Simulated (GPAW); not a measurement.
# Cl K ELNES/XANES of K3ClO (Pm) from DFT, part 2 of 2

What does one-electron theory with a core hole give for the Cl K edge of K3ClO (Pm)?

GPAW 26.7.0; X-ray absorption from dipole matrix elements to empty bands, plane-wave PAW LDA.

So far. Step 5 (Spectrum with FCH, Cl atom 4): The hole costs E(hole) − E(ground) = 2822.46 eV, and the lowest empty level of the hole cell on the spectrum's mesh lies at 3.34 eV, which puts the zero at 2825.80 eV. One term is added: -17.80 eV, since the hole is spin-paired here and a spin-polarised one costs that much less in the free atom (computed apart). The photon energy is then 2808.00 eV.

## (7) Spectrum with HCH, Cl atom 4

The holes are 7.2 Å apart. The data set carries half a charge, which charge=0 leaves uncompensated but for the background. Half a hole is Slater's transition state, a compromise that weakens the attraction. After the field has converged, empty bands are computed with the density fixed and the dipole matrix elements are summed.

Changed against the first core-hole run: core hole from full to half.

xas.py

```python
import numpy as np
from ase import Atoms
from ase.parallel import parprint, paropen
from gpaw import GPAW, PW, FermiDirac, Mixer, MixerDif, setup_paths
from gpaw.test import gen
setup_paths.insert(0, '.')
gen('Cl', name='hch1s', xcname='LDA', corehole=(1, 0, 0.5), write_xml=True)
from gpaw.mpi import world
world.barrier()

atoms = Atoms('K6Cl2O2',
    cell=[[5.10299038, 0, 5.14652504],
     [-5.14394718, 5.13676547, 0],
     [-5.14394718, -5.13676547, 0]],
    scaled_positions=[[0.02905632, 0.75652316, 0.75652316],
     [0.02905632, 0.25652316, 0.25652316],
     [0.96900341, 0.73301376, 0.23301376],
     [0.96900341, 0.23301376, 0.73301376],
     [0.50022143, 0.22965659, 0.22965659],
     [0.50022143, 0.7296566, 0.7296566],
     [0.5016102, 0.25161654, 0.75161654],
     [0.5016102, 0.75161654, 0.25161654],
     [0.00010864, 0.99303895, 0.99303895],
     [0.00010864, 0.49303895, 0.49303895]],
    pbc=True)
atoms.calc = calc = GPAW(legacy_gpaw=True, mode=PW(500, force_complex_dtype=True), xc='LDA', setups={6: 'hch1s'},
    kpts={'size': (3, 2, 2), 'gamma': True}, occupations=FermiDirac(0.02),
    charge=0, mixer=Mixer(0.1, 5, 50), maxiter=150,
    convergence={'density': 0.0001, 'eigenstates': 1e-6}, txt='scf.txt')
energy = atoms.get_potential_energy() + calc.get_reference_energy()
ef = calc.get_fermi_level()
out = dict(energy=energy, fermi=ef, forces=atoms.get_forces().tolist())
parprint(f'all-electron energy {energy:.4f} eV, Fermi level {ef:.4f} eV')
ev = np.array([[calc.get_eigenvalues(k, s) for k in range(len(calc.get_ibz_k_points()))] for s in range(calc.get_number_of_spins())])
out['homo'], out['lumo'], out['counts'] = ev[ev < ef].max(), ev[ev > ef].min(), sorted(set((ev < ef).sum((0, 2)).tolist()))
out['filled'] = (ev[:, 0] < ef).sum(1).tolist()

from ase.units import Ha
from gpaw.xas import dipole_matrix_elements
nb = int(calc.get_number_of_electrons() / 2) + 164
top, nb = nb, nb + 8 + nb // 12
nscf = calc.fixed_density(kpts={'size': (3, 3, 3), 'gamma': True}, nbands=nb,
    convergence={'bands': top, 'eigenstates': 5e-3}, maxiter=60, txt='nscf.txt')
cell = atoms.cell.array
ops = [cell.T @ U.T @ np.linalg.inv(cell.T) for U in nscf.wfs.kd.symmetry.op_scc]
filled = [40]  # bands filled in the ground state, by spin
E = np.arange(-6, 34, 0.1)
fwhm = np.interp(E, [4, 25], [0.9, 3.5])
Y, X, zero, highest = 0, 0, 1e9, 1e9
for spin in range(nscf.get_number_of_spins()):
    wfs = nscf.wfs
    mine = wfs.bd.get_slice()  # this rank's bands
    A = dipole_matrix_elements(wfs.setups[6])
    eps = np.zeros((wfs.kd.nibzkpts, nb))
    d = np.zeros((3, A.shape[1], wfs.kd.nibzkpts, nb), complex)
    for kpt in wfs.kpt_u:
        if kpt.s == spin and 6 in kpt.P_ani:
            eps[kpt.k, mine] = kpt.eps_n * Ha
            d[:, :, kpt.k, mine] = (kpt.weight * wfs.nspins / 2) ** 0.5 * np.inner(A, kpt.P_ani[6])
    world.sum(eps)
    world.sum(d)
    T = np.einsum('amkn,bmkn->abkn', d, d.conj()).real
    T = sum(np.einsum('ai,ijkn,bj->abkn', R, T, R) for R in ops) / len(ops)
    empty = np.ones_like(eps, bool) & (np.arange(nb) >= filled[spin])
    zero, highest = min(zero, eps[empty].min()), min(highest, eps[:, top - 1].min())
    lines = [(eps, T, empty)] if spin == 0 else lines + [(eps, T, empty)]
for eps, T, empty in lines:
    f = np.einsum('aakn->akn', T).reshape(3, -1)
    x = eps.ravel() - zero
    w = np.interp(x, E, fwhm) / 2.35482
    g = np.exp(-0.5 * ((E[:, None] - x) / w) ** 2) / (w * (2 * np.pi) ** 0.5)
    Y = Y + (f * empty.ravel()) @ g.T
    X = X + (f * ~empty.ravel()) @ g.T
out.update(E=E.round(2).tolist(), xas=Y.tolist(), xes=X.tolist(), zero=zero, valid=highest - zero, nk=len(eps), nb=nb)
for i in range(0, len(E), 10):
    parprint(f'{E[i]:7.2f}', *(f'{v:10.3e}' for v in Y[:, i]))
import json
with paropen('out.json', 'w') as f:
    json.dump(out, f)
```

The run is started by

```bash
> OMP_NUM_THREADS=1 mpirun -n 4 gpaw python xas.py
```

The job ended after 98 s (4 MPI ranks of Intel Xeon Platinum 8488C (Sapphire Rapids), shared host; peak memory 0.5 GiB).

```csv
E (eV),first run,this run
-2.0,0.00,0.00
-1.0,0.00,0.00
0.0,0.01,0.01
1.0,0.14,0.17
2.0,0.95,0.83
3.0,2.25,2.05
4.0,1.28,1.39
5.0,1.52,1.84
6.0,0.71,0.99
7.0,0.35,0.44
8.0,0.33,0.32
9.0,0.43,0.46
10.0,0.54,0.52
11.0,0.73,0.61
12.0,0.74,0.62
13.0,1.04,0.87
14.0,1.50,1.27
15.0,1.67,1.49
16.0,1.60,1.55
17.0,1.43,1.51
18.0,1.24,1.36
19.0,1.00,1.09
20.0,0.76,0.81
21.0,0.65,0.67
22.0,0.61,0.61
23.0,0.61,0.59
24.0,0.70,0.65
25.0,0.82,0.75
26.0,0.94,0.82
27.0,1.12,0.94
28.0,1.37,1.16
29.0,1.54,1.38
30.0,1.53,1.48
```

Against the first run the r.m.s. difference is 13 %. The highest intensity below 16 eV goes from 2.9 eV (2.25) to 3.1 eV (2.06).

## (8) Spectrum with FCH, Cl atom 4

This attempt departs from the first core-hole run: smearing (eV) to 1.5.

xas.py, as its differences from that of step 7:

```diff
@@ -6,3 +6,3 @@
 setup_paths.insert(0, '.')
-gen('Cl', name='hch1s', xcname='LDA', corehole=(1, 0, 0.5), write_xml=True)
+gen('Cl', name='fch1s', xcname='LDA', corehole=(1, 0, 1), write_xml=True)
 from gpaw.mpi import world
@@ -25,4 +25,4 @@
     pbc=True)
-atoms.calc = calc = GPAW(legacy_gpaw=True, mode=PW(500, force_complex_dtype=True), xc='LDA', setups={6: 'hch1s'},
-    kpts={'size': (3, 2, 2), 'gamma': True}, occupations=FermiDirac(0.02),
+atoms.calc = calc = GPAW(legacy_gpaw=True, mode=PW(500, force_complex_dtype=True), xc='LDA', setups={6: 'fch1s'},
+    kpts={'size': (3, 2, 2), 'gamma': True}, occupations=FermiDirac(1.5),
     charge=0, mixer=Mixer(0.1, 5, 50), maxiter=150,
```

Run time: 2 min. Hardware: 4 MPI ranks; peak memory 0.5 GiB.

The run finished. A setting was moved off its sound value on purpose, so it serves as a test and not as the result.

The fault put into the input: the smearing is far too wide.

The scaled spectrum changes by 6 % r.m.s. The highest intensity below 16 eV goes from 2.9 eV (2.25) to 2.9 eV (2.13).

```csv
E (eV),first run,this run
-2.0,0.00,0.00
-0.5,0.00,0.00
1.0,0.14,0.16
2.5,2.05,1.91
4.0,1.28,1.25
5.5,1.00,1.13
7.0,0.35,0.44
8.5,0.40,0.38
10.0,0.54,0.52
11.5,0.73,0.66
13.0,1.04,1.03
14.5,1.63,1.60
16.0,1.60,1.64
17.5,1.33,1.37
19.0,1.00,0.98
20.5,0.69,0.71
22.0,0.61,0.63
23.5,0.65,0.68
25.0,0.82,0.86
26.5,1.01,1.04
28.0,1.37,1.39
29.5,1.56,1.60
```

## (9) With and without the hole

Both curves are counted from their own zero, so only the shift of weight within the empty states shows.

```csv
E (eV),no hole,FCH
-2.0,0.00,0.00
-1.0,0.00,0.00
0.0,0.00,0.01
1.0,0.19,0.14
2.0,0.82,0.95
3.0,1.89,2.25
4.0,1.61,1.28
5.0,1.94,1.52
6.0,1.42,0.71
7.0,0.71,0.35
8.0,0.36,0.33
9.0,0.48,0.43
10.0,0.52,0.54
11.0,0.52,0.73
12.0,0.52,0.74
13.0,0.69,1.04
14.0,1.07,1.50
15.0,1.39,1.67
16.0,1.53,1.60
17.0,1.56,1.43
18.0,1.35,1.24
19.0,0.99,1.00
20.0,0.81,0.76
21.0,0.85,0.65
22.0,0.82,0.61
23.0,0.68,0.61
24.0,0.60,0.70
25.0,0.58,0.82
26.0,0.60,0.94
27.0,0.70,1.12
28.0,0.97,1.37
29.0,1.31,1.54
30.0,1.51,1.53
```

With each curve scaled to its own mean, the area from −2 to 6 eV with the hole is 6.7 against 7.2, and the centre of weight from −1 to 20 eV moves by +0.4 eV (first and strongest maxima below 20 eV: 3.2 eV (2.03), 4.6 eV (2.07) and 16.7 eV (1.58) without the hole, 2.9 eV (2.25), 4.6 eV (1.76) and 15.0 eV (1.67) with it); the shape changes all the same, by 27 % r.m.s.

## (10) Summary of results

```
absorber and edge                               : Cl K, atom 4 of the ground-state input (counted from 1)
surroundings                                    : 6 K at 3.48 to 3.54 Å and 6 K at 3.73 to 3.79 Å (distorted cuboctahedral, site symmetry m)
highest intensity below 16 eV                   : 2.9 eV above the zero, height 2.25
photon energy of the zero, with the added terms : 2808.0 eV (raw 2825.8 eV; LDA puts this hole about 10 eV below PBE, itself good to a few eV)
```

What this shows: The Cl K edge of atom 4, with 6 K at 3.48 to 3.54 Å and 6 K at 3.73 to 3.79 Å (distorted cuboctahedral, site symmetry m), has its highest intensity of the first 16 eV at 2.9 eV above the zero, near 2811 eV in photon energy (LDA puts this hole about 10 eV below PBE, itself good to a few eV), 2.3 times the mean level of the first 20 eV (Gaussian full width 0.9 eV up to 4 eV, rising linearly to 3.5 eV at 25 eV). With each curve scaled to its own mean, the area from −2 to 6 eV with the hole is 6.7 against 7.2, and the centre of weight from −1 to 20 eV moves by +0.4 eV (first and strongest maxima below 20 eV: 3.2 eV (2.03), 4.6 eV (2.07) and 16.7 eV (1.58) without the hole, 2.9 eV (2.25), 4.6 eV (1.76) and 15.0 eV (1.67) with it); the shape changes all the same, by 27 % r.m.s. The neutral-cell energy lies +0.8 eV from the charged-cell zero, a gap made of the charged-cell error and of where the added electron settles. Changing the core hole from full to half alters the shape by 13 % r.m.s., a modest effect on the whole. The mesh is coarse (0.41 Å⁻¹ between points), so small maxima may be mesh ripples. The structure is a computed Materials Project entry and may be a hypothetical form.

[Logs are printed without paths, hosts, clocks, repeated set-up lines and the standing remarks that a program may print on its own settings, such as how far it seeks lower states.]

[Hosts, paths, dates, database ids (printed as entryN), source tags and the programs' standing remarks are cut or masked in the printed files.]

[Lists of maxima count a maximum above −3 eV only where it reaches 4 % of the highest in the window and stands out from its surroundings by 2 % of it (1.5 % where it reaches 55 %); shoulders and weaker maxima are passed over, and of the rest the first, up to two pre-edge ones and the few strongest are named.]
